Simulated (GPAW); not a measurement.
# Near-edge structure at the La L₃ edge of La2O3 (P-3m1), part 2 of 2

What does one-electron theory with a core hole give for the La L₃ edge of La2O3 (P-3m1)?

GPAW 26.7.0; X-ray absorption from dipole matrix elements to empty bands, plane-wave PAW LDA.

So far. Step 2 (The field without a hole): The mesh shows a gap of 3.82 eV, so the hole is first treated in a charged cell, without the excited electron. Step 3 (Spectrum without a core hole, La atom 1): Main maxima below 30 eV (height): 4.8 eV (2.26) and 15.4 eV (0.65). At an L edge the dipole rule selects empty d (and weakly s) states on the absorber, and the strong line at the onset measures the empty part of its d band.

### 5. Spectrum with FCH, La atom 1

The holes are 6.8 Å apart. In GPAW the data set carries the hole's charge, so charge=0 means a charged cell and charge=-1 a neutral one. The excited electron is left out and a uniform background balances the charge. After the field has converged, empty bands are computed with the density fixed and the dipole matrix elements are summed.

xas.py reads:

```python
import numpy as np
from ase import Atoms
from ase.parallel import parprint, paropen
from gpaw import GPAW, PW, FermiDirac, Mixer, MixerDif, setup_paths
from gpaw.test import gen
setup_paths.insert(0, '.')
gen('La', name='fch2p', xcname='LDA', corehole=(2, 1, 1), write_xml=True)
from gpaw.mpi import world
world.barrier()

atoms = Atoms('La6O9',
    cell=[[-5.89616682, 3.4041535, 0],
     [-5.89616682, -3.4041535, 0],
     [3.93077788, 0, 6.11195352]],
    scaled_positions=[[0.41541189, 0.74874523, 0.24623568],
     [0.74874523, 0.08207856, 0.24623568],
     [0.08207856, 0.41541189, 0.24623568],
     [0.25125477, 0.91792144, 0.75376432],
     [0.58458811, 0.25125477, 0.75376432],
     [0.91792144, 0.58458811, 0.75376432],
     [0, 0, 0],
     [0.33333333, 0.33333333, 0],
     [0.66666667, 0.66666667, 0],
     [0.54863022, 0.88196355, 0.64589065],
     [0.88196355, 0.21529688, 0.64589065],
     [0.21529688, 0.54863022, 0.64589065],
     [0.11803645, 0.78470312, 0.35410935],
     [0.45136978, 0.11803645, 0.35410935],
     [0.78470312, 0.45136978, 0.35410935]],
    pbc=True)
atoms.calc = calc = GPAW(legacy_gpaw=True, mode=PW(500), xc='LDA', setups={0: 'fch2p'},
    kpts={'size': (3, 3, 3), 'gamma': True}, occupations=FermiDirac(0.02),
    charge=0, mixer=Mixer(0.1, 5, 50), maxiter=150,
    convergence={'density': 0.0001}, txt='scf.txt')
energy = atoms.get_potential_energy() + calc.get_reference_energy()
ef = calc.get_fermi_level()
out = dict(energy=energy, fermi=ef, forces=atoms.get_forces().tolist())
parprint(f'all-electron energy {energy:.4f} eV, Fermi level {ef:.4f} eV')
ev = np.array([[calc.get_eigenvalues(k, s) for k in range(len(calc.get_ibz_k_points()))] for s in range(calc.get_number_of_spins())])
out['homo'], out['lumo'], out['counts'] = ev[ev < ef].max(), ev[ev > ef].min(), sorted(set((ev < ef).sum((0, 2)).tolist()))
out['filled'] = (ev[:, 0] < ef).sum(1).tolist()

from ase.units import Ha
from gpaw.xas import dipole_matrix_elements
nb = int(calc.get_number_of_electrons() / 2) + 179
top, nb = nb, nb + 8 + nb // 12
nscf = calc.fixed_density(kpts={'size': (4, 4, 4), 'gamma': True}, nbands=nb,
    convergence={'bands': top, 'eigenstates': 1e-5}, maxiter=60, txt='nscf.txt')
cell = atoms.cell.array
ops = [cell.T @ U.T @ np.linalg.inv(cell.T) for U in nscf.wfs.kd.symmetry.op_scc]
filled = [60]  # bands filled in the ground state, by spin
E = np.arange(-6, 34, 0.1)
fwhm = np.interp(E, [4, 25], [3.41, 3.5])
Y, X, zero, highest = 0, 0, 1e9, 1e9
for spin in range(nscf.get_number_of_spins()):
    wfs = nscf.wfs
    A = dipole_matrix_elements(wfs.setups[0])
    eps = np.zeros((wfs.kd.nibzkpts, nb))
    d = np.zeros((3, A.shape[1], wfs.kd.nibzkpts, nb), complex)
    for kpt in wfs.kpt_u:
        if kpt.s == spin and 0 in kpt.P_ani:
            eps[kpt.k] = kpt.eps_n * Ha
            d[:, :, kpt.k] = (kpt.weight * wfs.nspins / 2) ** 0.5 * np.inner(A, kpt.P_ani[0])
    world.sum(eps)
    world.sum(d)
    T = np.einsum('amkn,bmkn->abkn', d, d.conj()).real
    T = sum(np.einsum('ai,ijkn,bj->abkn', R, T, R) for R in ops) / len(ops)
    empty = np.ones_like(eps, bool) & (np.arange(nb) >= filled[spin])
    zero, highest = min(zero, eps[empty].min()), min(highest, eps[:, top - 1].min())
    lines = [(eps, T, empty)] if spin == 0 else lines + [(eps, T, empty)]
for eps, T, empty in lines:
    f = np.einsum('aakn->akn', T).reshape(3, -1)
    x = eps.ravel() - zero
    w = np.interp(x, E, fwhm) / 2.35482
    g = np.exp(-0.5 * ((E[:, None] - x) / w) ** 2) / (w * (2 * np.pi) ** 0.5)
    Y = Y + (f * empty.ravel()) @ g.T
    X = X + (f * ~empty.ravel()) @ g.T
out.update(E=E.round(2).tolist(), xas=Y.tolist(), xes=X.tolist(), zero=zero, valid=highest - zero, nk=len(eps), nb=nb)
for i in range(0, len(E), 10):
    parprint(f'{E[i]:7.2f}', *(f'{v:10.3e}' for v in Y[:, i]))
import json
with paropen('out.json', 'w') as f:
    json.dump(out, f)
```

The run is started by

```console
$ OMP_NUM_THREADS=1 mpirun -n 4 gpaw python xas.py
```

Numbers of over 12 decimals in the logs are rounded to 6 here.

The program printed:

```text
Input parameters:
  convergence: {density: 0.0001}
  kpts: {gamma: True,
         size: (3, 3, 3)}
  maxiter: 150
  mixer: {backend: pulay,
          beta: 0.1,
          method: separate,
          nmaxold: 5,
          weight: 50}
  mode: {ecut: 500.0,
         name: pw}
  occupations: {fixmagmom: False,
                name: fermi-dirac,
                width: 0.02}
  setups: {0: fch2p}

Initialize ...

[... PAW data sets ...]

Reference energy: -1398166.305190  # eV

Spin-paired calculation

[... convergence settings ...]
Symmetries present (total): 1
  [... symmetry matrices ...]

27 k-points: 3 x 3 x 3 Monkhorst-Pack grid
14 k-points in the irreducible part of the Brillouin zone
       k-points in crystal coordinates                weights
   0:     0.00000000    0.00000000    0.00000000          1/27
   1:     0.00000000    0.00000000    0.33333333          2/27
   2:     0.00000000    0.33333333   -0.33333333          2/27
   3:     0.00000000    0.33333333    0.00000000          2/27
   4:     0.00000000    0.33333333    0.33333333          2/27
   5:     0.33333333   -0.33333333   -0.33333333          2/27
   6:     0.33333333   -0.33333333    0.00000000          2/27
   7:     0.33333333   -0.33333333    0.33333333          2/27
   8:     0.33333333    0.00000000   -0.33333333          2/27
   9:     0.33333333    0.00000000    0.00000000          2/27
          ...
  13:     0.33333333    0.33333333    0.33333333          2/27

Wave functions: Plane wave expansion
  Cutoff energy: 500.000 eV
  Number of coefficients (min, max): 6219, 6244
  Pulay-stress correction: 0.000000 eV/Ang^3 (de/decut=0.000000)
  Using FFTW library
  Wavefunction extrapolation:
    Improved wavefunction reuse through dual PAW basis

Occupation numbers: Fermi-Dirac:
  width: 0.0200  # eV

Eigensolver
   Davidson(niter=2)

Densities:
  Coarse grid: 36*36*40 grid
  Fine grid: 72*72*80 grid
  Total Charge: 1.000000

Density mixing:
  Method: separate
  Backend: pulay
  Linear mixing parameter: 0.1
  old densities: 5
  Width of damping distribution: 1.1
  Damping of long wavelength oscillations: 50

[... Hamiltonian set-up ...]
Number of atoms: 15
Number of atomic orbitals: 146
Number of bands in calculation: 76
Number of valence electrons: 120
Bands to converge: occupied

... initialized

Initializing position-dependent things.

Density initialized from atomic densities
Creating initial wave functions:
  76 bands from LCAO basis set

              La       La
                   O
                 La
             O        O
              O    La  O

             La  O    La
        O         O         O

Atomic positions and initial magnetic moments

Positions:
   0 La    -5.896167   -1.134718    1.504981    ( 0.0000,  0.0000,  0.0000)
   1 La    -3.930778    2.269436    1.504981    ( 0.0000,  0.0000,  0.0000)
   2 La    -1.965389   -1.134718    1.504981    ( 0.0000,  0.0000,  0.0000)
   3 La    -3.930778   -2.269436    4.606972    ( 0.0000,  0.0000,  0.0000)
   4 La    -1.965389    1.134718    4.606972    ( 0.0000,  0.0000,  0.0000)
   5 La    -5.896167    1.134718    4.606972    ( 0.0000,  0.0000,  0.0000)
   6 O      0.000000    0.000000    0.000000    ( 0.0000,  0.0000,  0.0000)
[...]
12 O     -3.930778   -2.269436    2.164300    ( 0.0000,  0.0000,  0.0000)
  13 O     -1.965389    1.134718    2.164300    ( 0.0000,  0.0000,  0.0000)
  14 O     -5.896167    1.134718    2.164300    ( 0.0000,  0.0000,  0.0000)

Unit cell:
           periodic     x           y           z      points  spacing
  1. axis:    yes   -5.896167    3.404154    0.000000    36     0.1559
  2. axis:    yes   -5.896167   -3.404154    0.000000    36     0.1559
  3. axis:    yes    3.930778    0.000000    6.111954    40     0.1528

  Lengths:   6.808307   6.808307   7.266842
  Angles:  117.933742 117.933742  60.000000

Effective grid spacing dv^(1/3) = 0.1679

iter:   1  -168.991813
iter:   2  -160.211676   +0.08  -0.86
iter:   3  -152.853415   +0.74  -0.97
iter:   4  -153.631630   +0.09  -1.33
iter:   5  -153.879935   -0.34  -1.42
iter:   6  -154.114188   -0.33  -1.55
iter:   7  -154.005808   -0.83  -1.92
iter:   8  -153.881986   -1.06  -2.03
iter:   9  -153.984981   -1.32  -2.45
iter:  10  -153.891522   -1.66  -2.16
iter:  11  -153.901783   -1.78  -2.56
iter:  12  -153.903326c  -2.39  -2.55
iter:  13  -153.920498c  -1.61  -2.58
iter:  14  -153.897298c  -2.32  -2.46
iter:  15  -153.900374c  -2.46  -3.07
iter:  16  -153.898648c  -3.20  -2.91
iter:  17  -153.898004c  -2.80  -3.02
iter:  18  -153.897918c  -3.43  -3.17
iter:  19  -153.897646c  -4.03  -3.38
iter:  20  -153.898406c  -3.21  -3.72
iter:  21  -153.897659c  -3.83  -3.25
iter:  22  -153.897684c  -4.34  -4.11c
iter:  23  -153.897690c  -5.04  -4.08c
iter:  24  -153.897695c  -5.29  -4.36c
iter:  25  -153.897694c  -5.75  -4.33c
iter:  26  -153.897693c  -5.82  -4.41c
iter:  27  -153.897693c  -6.17  -4.68c
iter:  28  -153.897694c  -6.32  -4.86c
iter:  29  -153.897694c  -6.47  -5.29c
iter:  30  -153.897694c  -7.02  -5.20c
iter:  31  -153.897694c  -7.37  -5.48c
iter:  32  -153.897694c  -7.70c -5.58c

Converged after 32 iterations.

Dipole moment: (-0.589642, -0.220517, -0.402501) |e|*Ang

Energy contributions relative to reference atoms: (reference = -1398166.305190)

Kinetic:        +71.542871
Potential:      -93.951023
External:        +0.000000
XC:            -128.981531
Entropy (-ST):   -0.000000
Local:           -2.508010
SIC:             +0.000000
--------------------------
Free energy:   -153.897694
Extrapolated:  -153.897694

Showing only first 2 kpts
 Kpt  Band  Eigenvalues  Occupancy
  0    58      7.62097    2.00000
  0    59      7.70059    2.00000
  0    60     11.10589    0.00000
  0    61     11.10589    0.00000

  1    58      7.60881    2.00000
  1    59      7.66708    2.00000
  1    60     11.01926    0.00000
[...]
Fermi level: 8.62577

Gap: 3.270 eV
Transition (v -> c):
  (s=0, k=8, n=59, [0.33, 0.00, -0.33]) -> (s=0, k=1, n=60, [0.00, 0.00, 0.33])
Direct/indirect transitions are different
Direct gap: 3.352 eV
Transition at: (s=0, k=1, n=59, [0.00, 0.00, 0.33])

Forces in eV/Ang:
  0 La    0.00001    0.00001    1.54529
  1 La    0.00001    0.00000    0.14783
  2 La    0.00001    0.00000    0.06676
  3 La    0.18723   -0.17001   -0.09209
  4 La   -0.24085   -0.07716   -0.09209
  5 La    0.05359    0.24716   -0.09209
  6 O     0.03141    0.74719    0.51763
[...]
12 O    -1.27657    0.74141   -0.52813
 13 O     1.28058    0.73490   -0.52813
 14 O    -0.00363   -1.47638   -0.52813
Scalar-relativistic atomic LDA calculation for La (Lanthanum, Z=57)
Core hole in 2p state (2p occupation: 5.0)
900 radial gridpoints.
|------------------------------------------------|
|------------------------------------------------|
[... the atom generator's iteration count ...]

Energy contributions:
-------------------------
Kinetic:    +8748.843728
XC:          -189.860018
Potential: -16835.740279
-------------------------
Total:      -8276.756569

state      eigenvalue         ekin         rmax
-----------------------------------------------
1s^2.0 : -1430.090870  1825.605778        0.016
2s^2.0 :  -232.008666   390.335700        0.091
2p^5.0 :  -209.409631   363.783793        0.073
3s^2.0 :   -50.721134   118.184554        0.258
3p^6.0 :   -43.365988   109.424064        0.252
3d^10.0:   -32.759071   101.569137        0.205
4s^2.0 :   -10.742130    36.575866        0.598
4p^6.0 :    -8.291415    32.203369        0.622
4d^10.0:    -4.700273    25.923148        0.649
5s^2.0 :    -1.901609     8.690369        1.359
5p^6.0 :    -1.249815     6.677963        1.511
5d^1.0 :    -0.432767     3.325229        1.975
6s^2.0 :    -0.367734     1.529888        3.343
-----------------------------------------------
(units: Bohr and Hartree)

Generating PAW setup
Kinetic energy of the core from tauc = 9023.334183446586
Cutoffs:
rc(s)=2.300
rc(p)=2.000
rc(d)=1.900
rc(vbar)=1.710
rc(comp)=1.900
rc(nct)=2.300

Kinetic energy of the core states: 8685.010208
Charge: 1.0
Core electrons: 45.0
Valence electrons: 11.0
Pseudo-core charge: 0.181409
Shape function alpha=2.770
Pseudo-electron charge 12.637474
state    eigenvalue         norm
--------------------------------
5s(2) :    -1.901609     1.384701
6s(2) :    -0.367734     1.058792
5p(6) :    -1.249815     1.095522
*p    :    -0.249815
5d(1) :    -0.432767     0.995948
*d    :     0.567233
--------------------------------

Diagonalizing with gridspacing h=0.050

state   all-electron     PAW
-------------------------------
5s:      -1.901609    -1.902574
5p:      -1.249815    -1.250864
5d:      -0.432767    -0.433289
*f:                   -0.052522
-------------------------------
all-electron energy -1398320.2029 eV, Fermi level 8.6258 eV
[...]
31.00  1.825e-06  1.825e-06  1.647e-06
  32.00  1.891e-06  1.891e-06  1.756e-06
  33.00  1.908e-06  1.908e-06  1.810e-06
```

It took 9.6 min on 4 MPI ranks of Arm Neoverse V2, shared host; peak memory 0.85 GiB.

The La L₃ spectrum, La atom 1, full core hole (charged cell) (energy from the lowest empty level; intensity scaled to a mean of 1 over the first 20 eV; polarised curves are means over the symmetry-equivalent atoms):

```
E (eV)  isotropic  ε ⊥ c  ε ∥ c
  -2.0       0.40   0.40   0.41
  -1.5       0.68   0.67   0.71
  -1.0       1.04   1.01   1.09
  -0.5       1.45   1.41   1.54
   0.0       1.87   1.81   2.00
   0.5       2.24   2.17   2.39
   1.0       2.54   2.47   2.67
   1.5       2.72   2.68   2.80
   2.0       2.80   2.80   2.80
   2.5       2.75   2.79   2.66
   3.0       2.59   2.66   2.44
   3.5       2.33   2.42   2.15
   4.0       2.02   2.11   1.83
   4.5       1.68   1.76   1.52
   5.0       1.37   1.43   1.24
   5.5       1.08   1.13   1.00
   6.0       0.85   0.87   0.80
   6.5       0.66   0.66   0.65
   7.0       0.51   0.50   0.54
   7.5       0.42   0.39   0.46
   8.0       0.36   0.33   0.42
   8.5       0.33   0.29   0.39
   9.0       0.32   0.29   0.38
   9.5       0.33   0.31   0.38
  10.0       0.35   0.34   0.38
  10.5       0.38   0.38   0.40
  11.0       0.42   0.42   0.42
  11.5       0.45   0.45   0.44
  12.0       0.48   0.49   0.47
  12.5       0.51   0.51   0.50
  13.0       0.53   0.54   0.53
  13.5       0.56   0.56   0.56
  14.0       0.58   0.57   0.58
  14.5       0.59   0.59   0.60
  15.0       0.61   0.60   0.62
  15.5       0.61   0.61   0.63
  16.0       0.62   0.61   0.63
  16.5       0.62   0.61   0.63
  17.0       0.62   0.62   0.61
  17.5       0.61   0.62   0.60
  18.0       0.61   0.62   0.58
  18.5       0.61   0.62   0.57
  19.0       0.60   0.62   0.56
  19.5       0.59   0.61   0.56
  20.0       0.58   0.59   0.55
  20.5       0.56   0.56   0.54
  21.0       0.54   0.53   0.54
  21.5       0.52   0.51   0.54
  22.0       0.50   0.48   0.55
  22.5       0.50   0.47   0.56
  23.0       0.49   0.46   0.57
  23.5       0.49   0.45   0.58
  24.0       0.49   0.45   0.58
  24.5       0.50   0.46   0.57
  25.0       0.50   0.47   0.56
  25.5       0.50   0.48   0.55
  26.0       0.52   0.50   0.55
  26.5       0.53   0.52   0.55
  27.0       0.56   0.55   0.56
  27.5       0.58   0.59   0.57
  28.0       0.61   0.62   0.59
  28.5       0.65   0.66   0.62
  29.0       0.68   0.70   0.64
  29.5       0.72   0.74   0.67
  30.0       0.75   0.78   0.70
```

Main maxima below 29 eV (height): 2.0 eV (2.80) and 16.2 eV (0.62). 

### 6. Spectrum with FCH, La atom 1

A test of how far the result depends on this setting.

Changed against the first core-hole run: k-point spacing of the spectrum to 0.612.

Edit xas.py of step 5 so:

```diff
@@ -46,3 +46,3 @@
 top, nb = nb, nb + 8 + nb // 12
-nscf = calc.fixed_density(kpts={'size': (4, 4, 4), 'gamma': True}, nbands=nb,
+nscf = calc.fixed_density(kpts={'size': (2, 2, 2), 'gamma': True}, nbands=nb,
     convergence={'bands': top, 'eigenstates': 1e-5}, maxiter=60, txt='nscf.txt')
```

The program printed:

```text
Input parameters:
  convergence: {density: 0.0001}
  kpts: {gamma: True,
         size: (3, 3, 3)}
  maxiter: 150
  mixer: {backend: pulay,
          beta: 0.1,
          method: separate,
          nmaxold: 5,
          weight: 50}
  mode: {ecut: 500.0,
         name: pw}
  occupations: {fixmagmom: False,
                name: fermi-dirac,
                width: 0.02}
  setups: {0: fch2p}

Initialize ...

[...]
*d    :     0.567233
--------------------------------

Diagonalizing with gridspacing h=0.050

state   all-electron     PAW
-------------------------------
5s:      -1.901609    -1.902574
5p:      -1.249815    -1.250864
5d:      -0.432767    -0.433289
*f:                   -0.052522
-------------------------------
all-electron energy -1398320.2029 eV, Fermi level 8.6258 eV
[...]
32.00  1.844e-06  1.844e-06  1.594e-06
  33.00  1.991e-06  1.993e-06  1.594e-06
[key lines of the parts left out:]
Converged after 32 iterations.
Dipole moment: (-0.589642, -0.220517, -0.402501) |e|*Ang
Free energy:   -153.897694
Fermi level: 8.62577
```

Elapsed: 3.7 min, on 4 MPI ranks; peak memory 0.6 GiB; 15 min of CPU time.

These settings depart from the first run's and aren't meant as converged.

Against the first run the r.m.s. difference is 2 %. The highest intensity below 24 eV stays at 2.0 eV.

```
E (eV)  first run  this run
  -2.0       0.40      0.43
  -0.5       1.45      1.50
   1.0       2.54      2.56
   2.5       2.75      2.75
   4.0       2.02      2.00
   5.5       1.08      1.06
   7.0       0.51      0.50
   8.5       0.33      0.33
  10.0       0.35      0.36
  11.5       0.45      0.45
  13.0       0.53      0.54
  14.5       0.59      0.59
  16.0       0.62      0.62
  17.5       0.61      0.61
  19.0       0.60      0.62
  20.5       0.56      0.58
  22.0       0.50      0.50
  23.5       0.49      0.48
  25.0       0.50      0.48
  26.5       0.53      0.53
  28.0       0.61      0.66
  29.5       0.72      0.74
```

### 7. What the core hole does

Both curves are counted from their own zero, so only the shift of weight within the empty states shows.

```csv
E (eV),no hole,FCH
-2.0,0.06,0.40
-1.0,0.21,1.04
0.0,0.51,1.87
1.0,0.93,2.54
2.0,1.39,2.80
3.0,1.81,2.59
4.0,2.14,2.02
5.0,2.25,1.37
6.0,1.97,0.85
7.0,1.40,0.51
8.0,0.85,0.36
9.0,0.57,0.32
10.0,0.50,0.35
11.0,0.53,0.42
12.0,0.57,0.48
13.0,0.59,0.53
14.0,0.63,0.58
15.0,0.65,0.61
16.0,0.65,0.62
17.0,0.64,0.62
18.0,0.64,0.61
19.0,0.63,0.60
20.0,0.59,0.58
21.0,0.54,0.54
22.0,0.51,0.50
23.0,0.51,0.49
24.0,0.53,0.49
25.0,0.56,0.50
26.0,0.60,0.52
27.0,0.64,0.56
28.0,0.65,0.61
29.0,0.64,0.68
30.0,0.64,0.75
```

With each curve scaled to its own mean, the area from −2 to 6 eV with the hole is 14.9 against 10.3, and the centre of weight from −1 to 20 eV moves by -1.6 eV, while the pattern of peaks shifts by -2.2 eV: the hole pulls the absorber's empty states down.

### 8. Outcome

| Property | Result |
| --- | --- |
| absorber and edge | La L₃, atom 1 of the ground-state input (counted from 1) |
| surroundings | 3 O at 2.36 Å, 1 O at 2.44 Å and 3 O at 2.72 Å (7-fold, site symmetry 3m) |
| highest intensity below 24 eV | 2.0 eV above the zero, height 2.80 |

In words: The La L₃ edge of atom 1, with 3 O at 2.36 Å, 1 O at 2.44 Å and 3 O at 2.72 Å (7-fold, site symmetry 3m), has its highest intensity of the first 24 eV at 2.0 eV above the zero, 2.8 times the mean level of the first 20 eV (Gaussian full width 3.41 eV up to 4 eV, rising linearly to 3.5 eV at 25 eV). With each curve scaled to its own mean, the area from −2 to 6 eV with the hole is 14.9 against 10.3, and the centre of weight from −1 to 20 eV moves by -1.6 eV, while the pattern of peaks shifts by -2.2 eV: the hole pulls the absorber's empty states down. At the La L₃ edge of atom 1 polarisation matters most near 3.8 eV, where the curves differ by 0.3 on this scale. Only the L₃ part is meant: spin–orbit coupling of the core level isn't computed and the L₂ copy isn't added. The script folds with a Gaussian, whereas the core hole's own line is a Lorentzian, so the onset is too steep and the first peak too high. Lifetime broadening is put in by hand, and intensities beyond about 20 eV depend on it and on the partial waves; weight that the partial waves miss at high energy is lost. The structure is a computed Materials Project entry and may be a hypothetical form.

[Banner, clock and machine lines of the logs are left out without a mark of their own.]

[Logs are printed without paths, hosts, clocks, repeated set-up lines and the standing remarks that a program may print on its own settings, such as how far it seeks lower states.]

[Hosts, paths, dates, database ids (printed as entryN), source tags and the programs' standing remarks are cut or masked in the printed files.]

[Lists of maxima count a maximum above −3 eV only where it reaches 4 % of the highest in the window and stands out from its surroundings by 2 % of it (1.5 % where it reaches 55 %); shoulders and weaker maxima are passed over, and of the rest the first, up to two pre-edge ones and the few strongest are named.]
